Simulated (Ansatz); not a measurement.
**Phonon transport in MgO (Periclase, Fm-3m)**

Aim: the lattice thermal conductivity of MgO (Periclase) against temperature, and which phonons carry it.

Measurements to reproduce:
- thermal conductivity 60 W/m/K near room temperature (given in “Combining the AFLOW GIBBS and Elastic Libraries to efficiently and robustly screen thermo-mechanical properties of solids”, 2017, arXiv:1611.05714)
- thermal conductivity 60 W/m/K near room temperature (given in “Predicting the lattice thermal conductivity of solids by solving the Boltzmann transport equation: AFLOW - AAPL an automated, accurate and efficient framework”, 2017, arXiv:1611.05481)

Program: Ansatz 0.2.0. Level of theory: DFT LDA, scalar-relativistic, plane waves, PAW; PAW set soft_1. Results are calculated unless marked as measured.

Most raw output is cut from this account.

The database entry behind the starting cell differs from later determinations by our own check (about 0.1 % long), so it need not match the best structure at ambient conditions.

## 1. The starting structure

Symmetry: Fm-3m, No. 225, cubic system. The conventional cell has a = 4.217 Å, b = 4.217 Å, c = 4.217 Å, α = 90.00°, β = 90.00°, γ = 90.00°. Nearest to Mg lie 6 O at 2.11 Å. Nearest to O lie 6 Mg at 2.11 Å. Farther neighbours and most contacts between anions are not listed.

## 2. Probe on a coarse mesh

A cheap single point shows whether the cell is a metal or an insulator and how far it is from rest; that sets the k-mesh and the occupations of what follows.

Contents of input.yaml:

```yaml
crystal:
  lattice:
    - [0.0, 2.1085, 2.1085]
    - [2.1085, 0.0, 2.1085]
    - [2.1085, 2.1085, 0.0]
  atoms:
    - { symbol: Mg, position: [0.0, 0.0, 0.0] }
    - { symbol: O, position: [0.5, 0.5, 0.5] }
kpoints:
  mp_grid: { grid: [8, 8, 8] }
hamiltonian:
  xc: lda
  pseudopotentials: { kind: paw, azcp: { folder: soft_1 }, xc_functional: pbe }
scf:
  occupations: { method: gaussian, width: 0.1 }
  lower_state_search: "off"
output:
  forces: true
  stress: true
  eigenvalues: true
```

Launch:

```sh
ansatz run input.yaml --threads 18 --pin off --max-ram 92160MiB --backend cuda --events-out ev --progress --plain --runs-dir out --max-vram 78GiB
```

Run time: 1.4 s. Hardware: 1 × NVIDIA GB200 with 18 threads of Arm Neoverse V2, shared host; peak memory 0.93 GiB; 1.4 s of CPU time.

Numbers from this step:

```yaml
pressure: -6.402 GPa
gap_on_the_k_mesh: 4.628 eV
volume_per_atom: 9.374 Å³/atom
```

The start is under -6.4 GPa at this level and looks like an insulator or semiconductor on this mesh.

## 3. Finding the static equilibrium

Phonons are second derivatives about a minimum, so cell and atoms are relaxed first, inside the symmetry of the start.

input.yaml, the sections that differ from step 2:

```yaml
kpoints:
  mp_grid: { grid: [10, 10, 10] }
scf:
  occupations: { method: gaussian, width: 0.02 }
  lower_state_search: "off"
relax:
  adjacent_minimum: "off"
  f_tol: 0.005
  max_steps: 80
  cell: { stress_tol: 0.05 }
# crystal, hamiltonian, output: as in step 2
```

Elapsed: 3.7 s, on 1 × NVIDIA GB200 with 18 threads; peak memory 0.91 GiB.

Relaxation path:

| step | energy less that of the first step (eV) | largest force component (eV/Å) | pressure (GPa) | volume (Å³) |
| --- | --- | --- | --- | --- |
| 1 | 0.0000 | 0.0000 | -6.40 | 18.75 |
| 2 | -0.0111 | 0.0000 | -3.72 | 18.43 |
| 3 | -0.0173 | 0.0000 | 0.22 | 18.00 |
| 4 | -0.0173 | 0.0000 | -0.01 | 18.03 |
| 5 | -0.0153 | 0.0000 | -0.21 | 18.03 |
| 6 | -0.0154 | 0.0000 | 0.00 | 18.01 |
| 7* | -0.0152 | 0.0000 | -0.01 | 18.01 |

Relaxation steps marked * repeat the geometry before them on a plane-wave basis chosen anew for their cell, so energy and pressure can jump there. The log counts 2 steps on a newly chosen plane-wave basis, not all of them marked here; energy and pressure can jump at such steps.

Forces are held to the 48 operations that the run works with; a distortion that breaks them can't arise in this run.

| conventional cell, symmetrised | before | after | change |
| --- | --- | --- | --- |
| a (Å) | 4.217 | 4.161 | -1.3 % |
| b (Å) | 4.217 | 4.161 | -1.3 % |
| c (Å) | 4.217 | 4.161 | -1.3 % |
| volume (Å³/atom) | 9.37 | 9.00 | -4.0 % |

The relaxed structure:

```xyz
2
Lattice="0.0000 2.0803 2.0803 2.0803 0.0000 2.0803 2.0803 2.0803 0.0000" Properties=species:S:1:pos:R:3 pbc="T T T"
Mg    0.0000    0.0000    0.0000
O     2.0803    2.0803    2.0803
```

Numbers from this step:

* pressure: -0.007199 GPa
* gap on the k-mesh: 5.029 eV
* volume per atom: 9.003 Å³/atom

The relaxation ends with a pressure of -0.01 GPa.

## 4. Relaxing to small residual forces and stress

The relaxation is repeated with tighter thresholds on force and stress, since phonons are sensitive to what is left; a change of mesh or smearing in the input moves the cell too.

input.yaml, the sections that differ from step 3:

```yaml
crystal:
  lattice:
    - [0.0, 2.0803230081, 2.0803230081]
    - [2.0803230081, 0.0, 2.0803230081]
    - [2.0803230081, 2.0803230081, 0.0]
  atoms:
    - { symbol: Mg, position: [0.0, 0.0, 0.0] }
    - { symbol: O, position: [0.5, 0.5, 0.5] }
kpoints:
  mp_grid: { grid: [12, 12, 12] }
scf:
  occupations: { method: fixed }
  lower_state_search: "off"
relax:
  adjacent_minimum: "off"
  f_tol: 0.001
  max_steps: 60
  cell: { stress_tol: 0.01 }
# hamiltonian, output: as in step 3
```

The job ended after 1.5 s (1 × NVIDIA GB200 with 18 threads; peak memory 0.9 GiB).

Little changed from the start: no atom moved by 0.005 Å and no cell edge by 0.1 %.

Numbers from this step:

| Property | Result |
| --- | --- |
| pressure | -0.009542 GPa |

The residual pressure is -0.0095 GPa, small enough for phonons.

## 5. Third-order constants and the Boltzmann equation

Pairs of atoms inside the cutoff are displaced in a supercell, the forces give the cubic constants, and these give the three-phonon rates of the Boltzmann equation.

input.yaml, the sections that differ from step 4:

```yaml
kpoints:
  mp_grid: { grid: [8, 8, 8] }
output:
  eigenvalues: true
phonons:
  method: fd
  dielectric: true
  supercell: [4, 4, 4]
  temperatures: { t_max: 1000, t_step: 50 }
  qpath:
    path:
      - [[0.0, 0.0, 0.0], [0.5, 0.0, 0.5], [0.5, 0.25, 0.75], [0.375, 0.375, 0.75], [0.0, 0.0, 0.0], [0.5, 0.5, 0.5], [0.625, 0.25, 0.625], [0.5, 0.25, 0.75], [0.5, 0.5, 0.5], [0.375, 0.375, 0.75]]
      - [[0.625, 0.25, 0.625], [0.5, 0.0, 0.5]]
    npoints: 10
  third_order: { supercell: [4, 4, 4], pair_cutoff: 5.246 }
  lattice_thermal_conductivity:
    qmesh: [25, 25, 25]
    temperatures: [100.0, 150.0, 200.0, 300.0, 400.0, 500.0, 600.0, 800.0]
    isotope_mass_variance:
      - { species: Mg, variance: 0.0007399 }
      - { species: O, variance: 3.359e-05 }
    solution: relaxation_time
# crystal, hamiltonian, scf: as in step 4
# relax: removed
```

Elapsed: 4.1 min, on 1 × NVIDIA GB200 with 18 threads; peak memory 2.9 GiB; 38 min of CPU time.

Numbers from this step:

```
Γ frequencies                              : 0, 0, 0, 407.1, 407.1, 407.1 cm⁻¹ (negative: imaginary)
lowest frequency on the path               : 0 cm⁻¹
zero-point energy                          : 0.1498 eV/cell
point group                                : m-3m
highest frequency                          : 714.6 cm⁻¹
Debye temperature from the second moment   : 778 K
κ at 300 K (relaxation time)               : 62.66 W/m/K
dipole term                                : run
mean free path at half of κ                : 36.9 nm
share of κ above the three lowest branches : 0.13
third-order blocks                         : 6326
periodic aliases dropped                   : 2304
largest relative sum-rule correction       : 0.2401
displaced cells, third order               : 194
```

LO-TO term included. The phonon branches at the labelled points (cm⁻¹):

| point | branch 1 | branch 2 | branch 3 | branch 4 | branch 5 | branch 6 |
| --- | --- | --- | --- | --- | --- | --- |
| Γ | 0 | 0 | 0 | 407 | 407 | 715 |
| halfway | 218 | 218 | 334 | 431 | 431 | 624 |
| X | 292 | 292 | 431 | 456 | 456 | 553 |
| halfway | 322 | 324 | 419 | 454 | 470 | 540 |
| W | 352 | 381 | 381 | 448 | 506 | 506 |
| halfway | 321 | 384 | 399 | 436 | 496 | 522 |
| K | 299 | 390 | 406 | 425 | 497 | 528 |
| halfway | 220 | 258 | 357 | 381 | 441 | 644 |
| Γ | 0 | 0 | 0 | 407 | 407 | 715 |
| halfway | 187 | 187 | 329 | 397 | 397 | 680 |
| L | 283 | 283 | 369 | 369 | 551 | 574 |
| halfway | 292 | 327 | 390 | 437 | 498 | 556 |
| U | 299 | 390 | 406 | 425 | 497 | 528 |
| halfway | 321 | 384 | 399 | 436 | 496 | 522 |
| W | 352 | 381 | 381 | 448 | 506 | 506 |
| halfway | 300 | 334 | 400 | 448 | 484 | 551 |
| L | 283 | 283 | 369 | 369 | 551 | 574 |
| halfway | 292 | 327 | 390 | 437 | 498 | 556 |
| K | 299 | 390 | 406 | 425 | 497 | 528 |
| jump to U | 299 | 390 | 406 | 425 | 497 | 528 |
| halfway | 294 | 324 | 425 | 448 | 469 | 546 |
| X | 292 | 292 | 431 | 456 | 456 | 553 |

Lattice thermal conductivity, RTA xx against temperature:

| temperature (K) | lattice thermal conductivity, RTA xx (W/m/K) |
| --- | --- |
| 100 | 287 |
| 150 | 133 |
| 200 | 93 |
| 300 | 62.7 |
| 400 | 48.4 |
| 500 | 39.7 |
| 600 | 33.8 |
| 800 | 26.0 |

The modes has structure finer than the step of the table below, so its rows give means over 25 cm⁻¹, whole bins alone (the curve runs from -10 to 745 cm⁻¹). Peaks (cm⁻¹: height): Mg 293.8: 0.0214, 421.9: 0.0172; O 417.2: 0.0190, 550.1: 0.0107.

Phonopy on the run's constants, 21x21x21 mesh, Gaussian sigma 5.4 cm⁻¹. Table of modes by wavenumber; means over each step; values in 1/cm⁻¹/cell:

| wavenumber (cm⁻¹) | Mg | O |
| --- | --- | --- |
| 25 | 1.7e-5 | 1.0e-5 |
| 50 | 8.4e-5 | 5.6e-5 |
| 75 | 2.4e-4 | 1.5e-4 |
| 100 | 4.0e-4 | 2.5e-4 |
| 125 | 6.7e-4 | 3.9e-4 |
| 150 | 0.00108 | 5.9e-4 |
| 175 | 0.00176 | 8.9e-4 |
| 200 | 0.00260 | 0.00114 |
| 225 | 0.00406 | 0.00148 |
| 250 | 0.00663 | 0.00182 |
| 275 | 0.0134 | 0.00217 |
| 300 | 0.0192 | 0.00216 |
| 325 | 0.0109 | 0.00121 |
| 350 | 0.00772 | 0.00100 |
| 375 | 0.00621 | 0.00893 |
| 400 | 0.00860 | 0.0178 |
| 425 | 0.0154 | 0.0182 |
| 450 | 0.00757 | 0.0148 |
| 475 | 0.00320 | 0.00958 |
| 500 | 0.00187 | 0.00487 |
| 525 | 9.7e-4 | 0.00578 |
| 550 | 7.3e-4 | 0.00987 |
| 575 | 0.00122 | 0.00617 |
| 600 | 0.00144 | 0.00367 |
| 625 | 0.00137 | 0.00266 |
| 650 | 0.00121 | 0.00204 |
| 675 | 9.4e-4 | 0.00148 |
| 700 | 5.3e-4 | 8.0e-4 |
| 725 | 3.6e-5 | 5.7e-5 |

Distinct triplets, nearest first. Third order norms, by row:

| sites | side 1 (Å) | side 2 (Å) | side 3 (Å) | norm of the 27 components (eV/Å³) |
| --- | --- | --- | --- | --- |
| Mg-Mg-Mg | 0 | 0 | 0 | 0 |
| O-O-O | 0 | 0 | 0 | 0 |
| Mg-O-O | 0 | 2.08 | 2.08 | 23.05 |
| Mg-O-Mg | 0 | 2.08 | 2.08 | 23.01 |
| Mg-O-O | 2.08 | 2.08 | 2.94 | 0.361 |
| Mg-O-Mg | 2.08 | 2.08 | 2.94 | 0.658 |
| Mg-Mg-Mg | 0 | 2.94 | 2.94 | 4.143 |
| Mg-Mg-Mg | 2.94 | 2.94 | 2.94 | 0.096 |
| O-O-O | 0 | 2.94 | 2.94 | 3.181 |
| O-O-O | 2.94 | 2.94 | 2.94 | 0.276 |
| Mg-O-O | 2.08 | 2.94 | 3.6 | 0.251 |
| Mg-O-Mg | 2.08 | 2.94 | 3.6 | 0.115 |
| Mg-O-O | 0 | 3.6 | 3.6 | 0.814 |
| Mg-O-Mg | 0 | 3.6 | 3.6 | 0.653 |
| Mg-O-Mg | 2.08 | 2.08 | 4.16 | 0.242 |
| Mg-O-O | 2.08 | 2.08 | 4.16 | 0.115 |
| Mg-Mg-Mg | 2.94 | 2.94 | 4.16 | 0.06 |
| O-O-O | 2.94 | 2.94 | 4.16 | 0.084 |
| Mg-O-O | 3.6 | 3.6 | 4.16 | 0.037 |
| Mg-O-Mg | 3.6 | 3.6 | 4.16 | 0.071 |
| Mg-Mg-Mg | 0 | 4.16 | 4.16 | 0.401 |
| O-O-O | 0 | 4.16 | 4.16 | 0.346 |
| Mg-O-O | 2.08 | 2.94 | 4.65 | 0.233 |
| Mg-O-Mg | 2.08 | 2.94 | 4.65 | 0.085 |
| Mg-O-O | 2.94 | 3.6 | 4.65 | 0.081 |
| Mg-O-Mg | 2.94 | 3.6 | 4.65 | 0.061 |
| Mg-O-Mg | 2.08 | 4.16 | 4.65 | 0.08 |
| Mg-O-O | 2.08 | 4.16 | 4.65 | 0.048 |
| Mg-O-O | 0 | 4.65 | 4.65 | 0.378 |
| Mg-O-O | 2.94 | 4.65 | 4.65 | 0.074 |

Born charge (rows field, columns displacement) (e), principal values of the symmetric part by kind of site:

| atom | atoms with these values | low | middle | high | mean |
| --- | --- | --- | --- | --- | --- |
| Mg1 | 1 | 1.97 | 1.97 | 1.97 | 1.97 |
| O2 | 1 | -1.97 | -1.97 | -1.97 | -1.97 |

In full for Mg1:

```
1.97 0.00 0.00
0.00 1.97 0.00
0.00 0.00 1.97
```

RTA, 300 K. Kappa by branch, by row:

| branch (by rank) | mean frequency (THz) | mean rms speed (km/s) | median lifetime (ps) | share of kappa |
| --- | --- | --- | --- | --- |
| 1 | 8.01 | 2.66 | 3.26 | 0.159 |
| 2 | 8.88 | 3.72 | 4.32 | 0.407 |
| 3 | 11.48 | 2.91 | 3.4 | 0.304 |
| 4 | 12.71 | 2.23 | 3.02 | 0.053 |
| 5 | 13.83 | 2.49 | 2.87 | 0.062 |
| 6 | 17.56 | 2.77 | 0.774 | 0.014 |

Table of spectral kappa at 300 K, relaxation time (W/m/K/THz) by frequency; read off at these points:

frequency (THz), spectral kappa at 300 K, relaxation time (W/m/K/THz) and a bar:
```
     0.25        0.0 
     1.25        5.9 #############
     1.75       13.5 ##############################
     2.25        1.7 ####
     2.75        4.9 ###########
     3.25        3.2 #######
     4.25        3.1 #######
     5.25        4.3 ##########
     6.25        4.0 #########
     6.75        6.9 ###############
     7.25        5.7 #############
     8.25        5.5 ############
     9.25        5.0 ###########
     9.75        6.1 ##############
    10.25        5.6 ############
    11.25        3.9 #########
    12.25        3.8 ########
    13.25        2.6 ######
    14.25        1.7 ####
    15.25        0.5 #
    16.25        0.3 #
    17.25        0.3 #
    18.25        0.2 
    19.25        0.1 
    20.25        0.0 
    21.25        0.0
```

Relaxation-time solution. Share of κ carried by shorter paths against mean free path:

| mean free path (nm) | 100 K | 300 K | 800 K |
| --- | --- | --- | --- |
| 0.464 | 0 | 0 | 0.001 |
| 0.681 | 0 | 0 | 0.003 |
| 1 | 0 | 0 | 0.011 |
| 1.47 | 0 | 0.001 | 0.028 |
| 2.15 | 0 | 0.005 | 0.058 |
| 3.16 | 0 | 0.014 | 0.136 |
| 4.64 | 0 | 0.027 | 0.246 |
| 6.81 | 0 | 0.064 | 0.359 |
| 10 | 0.001 | 0.15 | 0.483 |
| 14.7 | 0.002 | 0.263 | 0.589 |
| 21.5 | 0.006 | 0.37 | 0.678 |
| 31.6 | 0.014 | 0.467 | 0.761 |
| 46.4 | 0.029 | 0.556 | 0.843 |
| 68.1 | 0.043 | 0.649 | 0.86 |
| 100 | 0.065 | 0.731 | 0.873 |
| 147 | 0.1 | 0.788 | 0.896 |
| 215 | 0.137 | 0.81 | 0.905 |
| 316 | 0.179 | 0.829 | 0.905 |
| 464 | 0.236 | 0.86 | 0.926 |
| 681 | 0.301 | 0.868 | 0.926 |
| 1000 | 0.37 | 0.872 | 1 |
| 1470 | 0.426 | 0.882 | 1 |
| 2150 | 0.49 | 0.901 | 1 |
| 3160 | 0.533 | 1 | 1 |
| 4640 | 0.609 | 1 | 1 |
| 6810 | 0.668 | 1 | 1 |
| 10000 | 0.696 | 1 | 1 |
| 14700 | 0.717 | 1 | 1 |
| 21500 | 0.816 | 1 | 1 |
| 31600 | 0.845 | 1 | 1 |
| 46400 | 1 | 1 | 1 |

300 K; a sample spread over frequency. Mode lifetimes, by row, the first 40 of 90 rows:

| q1 | q2 | q3 | branch | frequency (THz) | rms speed (km/s) | three-phonon rate (1/ps) | isotope rate (1/ps) | lifetime (ps) | mean free path (nm) |
| --- | --- | --- | --- | --- | --- | --- | --- | --- | --- |
| 0 | 0 | 0.04 | 1 | 0.992 | 6.01 | 0.0232 | 1.11e-6 | 43 | 259 |
| 0 | 0.08 | -0.08 | 2 | 3.485 | 6.27 | 0.0329 | 3.49e-4 | 30.1 | 189 |
| 0 | 0.08 | 0.2 | 1 | 4.571 | 5.53 | 0.441 | 0.00127 | 2.26 | 12.5 |
| 0 | 0.04 | 0.24 | 1 | 5.26 | 4.85 | 0.578 | 0.00259 | 1.72 | 8.35 |
| 0 | 0.04 | -0.24 | 2 | 5.84 | 4.59 | 0.335 | 0.00447 | 2.95 | 13.5 |
| 0.08 | 0.2 | 0.32 | 1 | 6.287 | 4.36 | 0.38 | 0.00714 | 2.58 | 11.3 |
| 0.04 | 0.12 | 0.32 | 2 | 6.643 | 4.94 | 0.29 | 0.00983 | 3.33 | 16.5 |
| 0 | 0.16 | -0.24 | 1 | 7.016 | 4.09 | 0.488 | 0.0152 | 1.99 | 8.12 |
| 0.04 | 0.12 | 0.36 | 2 | 7.271 | 4.59 | 0.341 | 0.0186 | 2.78 | 12.7 |
| 0.12 | 0.28 | 0.4 | 1 | 7.504 | 3.71 | 0.305 | 0.024 | 3.04 | 11.3 |
| 0.04 | 0.12 | -0.28 | 2 | 7.699 | 4.31 | 0.224 | 0.0287 | 3.96 | 17.1 |
| 0 | 0.28 | 0.36 | 2 | 7.918 | 3.51 | 0.14 | 0.0361 | 5.69 | 20 |
| 0.04 | 0.12 | 0.24 | 3 | 8.078 | 7.97 | 0.183 | 0.0335 | 4.62 | 36.8 |
| 0.04 | 0.12 | -0.36 | 1 | 8.213 | 2.4 | 0.294 | 0.0597 | 2.83 | 6.78 |
| 0 | 0.4 | 0.4 | 1 | 8.377 | 1.51 | 0.126 | 0.0665 | 5.19 | 7.83 |
| 0.04 | 0.12 | -0.4 | 1 | 8.497 | 1.44 | 0.266 | 0.106 | 2.69 | 3.86 |
| 0 | 0.36 | 0.48 | 1 | 8.577 | 1.22 | 0.167 | 0.0973 | 3.79 | 4.63 |
| 0.04 | 0.16 | -0.44 | 1 | 8.663 | 0.87 | 0.238 | 0.122 | 2.78 | 2.42 |
| 0 | 0.48 | 0.48 | 2 | 8.732 | 0.31 | 0.119 | 0.111 | 4.35 | 1.37 |
| 0 | 0.2 | -0.4 | 1 | 8.808 | 0.68 | 0.258 | 0.146 | 2.48 | 1.68 |
| 0 | 0.28 | -0.32 | 1 | 8.905 | 1.05 | 0.275 | 0.148 | 2.36 | 2.48 |
| 0.04 | 0.28 | -0.36 | 1 | 8.991 | 0.84 | 0.243 | 0.148 | 2.56 | 2.15 |
| 0 | 0.12 | -0.48 | 2 | 9.077 | 2.34 | 0.274 | 0.128 | 2.49 | 5.83 |
| 0.08 | 0.16 | -0.44 | 2 | 9.21 | 2.42 | 0.254 | 0.106 | 2.78 | 6.73 |
| 0.08 | 0.4 | -0.48 | 2 | 9.34 | 3.67 | 0.118 | 0.0834 | 4.97 | 18.3 |
| 0.12 | 0.44 | -0.44 | 2 | 9.531 | 2.88 | 0.122 | 0.0769 | 5.02 | 14.4 |
| 0.04 | 0.16 | -0.16 | 3 | 9.649 | 6.75 | 0.142 | 0.0517 | 5.18 | 34.9 |
| 0.08 | 0.24 | -0.32 | 2 | 9.848 | 3.4 | 0.201 | 0.0739 | 3.64 | 12.4 |
| 0.12 | 0.44 | -0.4 | 2 | 10.07 | 4.07 | 0.108 | 0.0673 | 5.71 | 23.2 |
| 0.04 | 0.2 | 0.32 | 3 | 10.34 | 6.02 | 0.217 | 0.0481 | 3.77 | 22.7 |
| 0.12 | 0.32 | -0.28 | 2 | 10.57 | 3.14 | 0.174 | 0.0625 | 4.23 | 13.3 |
| 0.2 | 0.4 | -0.36 | 2 | 10.84 | 2.7 | 0.156 | 0.0617 | 4.59 | 12.4 |
| 0 | 0.04 | -0.44 | 3 | 11.11 | 0.41 | 0.246 | 0.00287 | 4.02 | 1.66 |
| 0.04 | 0.24 | 0.36 | 3 | 11.26 | 4.84 | 0.283 | 0.0494 | 3 | 14.5 |
| 0 | 0.04 | 0.44 | 4 | 11.36 | 1.48 | 0.267 | 0.0138 | 3.56 | 5.28 |
| 0.04 | 0.2 | -0.36 | 3 | 11.45 | 1.48 | 0.279 | 0.00797 | 3.49 | 5.15 |
| 0 | 0.04 | 0.36 | 3 | 11.53 | 0.89 | 0.277 | 0.0181 | 3.39 | 3 |
| 0 | 0.24 | 0.36 | 3 | 11.64 | 4.25 | 0.324 | 0.0455 | 2.71 | 11.5 |
| 0.04 | 0.16 | -0.12 | 4 | 11.72 | 1.36 | 0.267 | 0.0251 | 3.42 | 4.64 |
| 0 | 0 | 0.28 | 5 | 11.81 | 1.59 | 0.311 | 0.0266 | 2.96 | 4.7 |

Without the LO-TO term. Gamma linewidths, by row:

| branch | frequency (cm⁻¹) | three-phonon rate (1/ps) | isotope rate (1/ps) | FWHM (cm⁻¹) |
| --- | --- | --- | --- | --- |
| 4 | 407.1 | 0.323 | 0.0596 | 2.03 |
| 5 | 407.1 | 0.323 | 0.0596 | 2.03 |
| 6 | 407.1 | 0.323 | 0.0596 | 2.03 |

W/m/K, third of the trace; RTA populations with a boundary rate v/L added to each mode (Matthiessen's rule). Kappa by grain size, by row:

| T (K) | bulk | 10 nm | 30 nm | 100 nm | 300 nm | 1000 nm | 10000 nm | 100000 nm |
| --- | --- | --- | --- | --- | --- | --- | --- | --- |
| 100 | 286.9 | 6.671 | 16.1 | 36.24 | 65.57 | 108 | 198.1 | 265.2 |
| 300 | 62.46 | 16 | 27.21 | 39.3 | 47.7 | 53.98 | 60.67 | 62.25 |
| 600 | 33.42 | 13.51 | 19.96 | 25.54 | 28.83 | 31.12 | 33.06 | 33.38 |

W/m/K, third of the trace; RTA populations with the isotope rates scaled. Kappa by mass disorder, by row:

| T (K) | no isotopes | as typed | variance x 3 | variance x 10 | variance x 30 |
| --- | --- | --- | --- | --- | --- |
| 100 | 384.7 | 286.9 | 236.7 | 171.2 | 108.4 |
| 300 | 75.23 | 62.46 | 51.32 | 38.09 | 27.78 |
| 600 | 37.07 | 33.42 | 29.04 | 22.36 | 16.4 |

At 300 K the relaxation-time value is 62.7 W/(m K).

## 6. Summary of results

```yaml
highest_frequency: 714.6 cm⁻¹
debye_temperature_from_the_second_moment: 778 K
kappa_at_300_k_relaxation_time: 62.66 W/m/K
mean_free_path_at_half_of_kappa: 36.9 nm
share_of_kappa_above_the_three_lowest_branches: 0.13
```

What this shows: The lattice of MgO (Periclase) conducts 62.7 W/(m K) at 300 K by LDA (mean over directions, relaxation-time solution). Above 300 K the relaxation-time κ falls as T^-0.89, near the 1/T law of three-phonon scattering. Grains of 100 nm would keep 63 % of the bulk value at 300 K, and grains of 1 µm 86 %. Removing the natural isotope disorder raises κ at 300 K by 20 %. A measured thermal conductivity near room temperature is 60 W/m/K (arXiv:1611.05714); the calculated 62.7 W/m/K differs by +4 %. Part of this agreement may be a cancellation, since four-phonon scattering and the shift of frequencies with temperature are both left out, and a relaxation-time value usually lies below the full solution. The last run computed the relaxation-time solution alone; it counts normal processes as resistive, so the full solution usually lies higher, most of all in good conductors. The sum rules changed one orbit of cubic constants by up to 24 %; by the manual a large change points to a short cutoff or, on a small and distant orbit, to noisy forces. The conductivities include the coherence part between close branches; the shares for grains, isotopes, branches and paths are of the relaxation-time populations alone. Cubic couplings among atoms farther apart than the pair cutoff are dropped, and neither the cutoff nor the q-mesh was shown to be converged here. The PAW files were made for PBE and are used here under another functional, for which the program regenerates the frozen cores.

[Logs are printed without paths, hosts, clocks, repeated set-up lines and the standing remarks that a program may print on its own settings, such as how far it seeks lower states.]

[Hosts, paths, dates, database ids (printed as entryN), source tags and the programs' standing remarks are cut or masked in the printed files.]

[A step with changed settings may run another functional than the one named; its input shows which.]
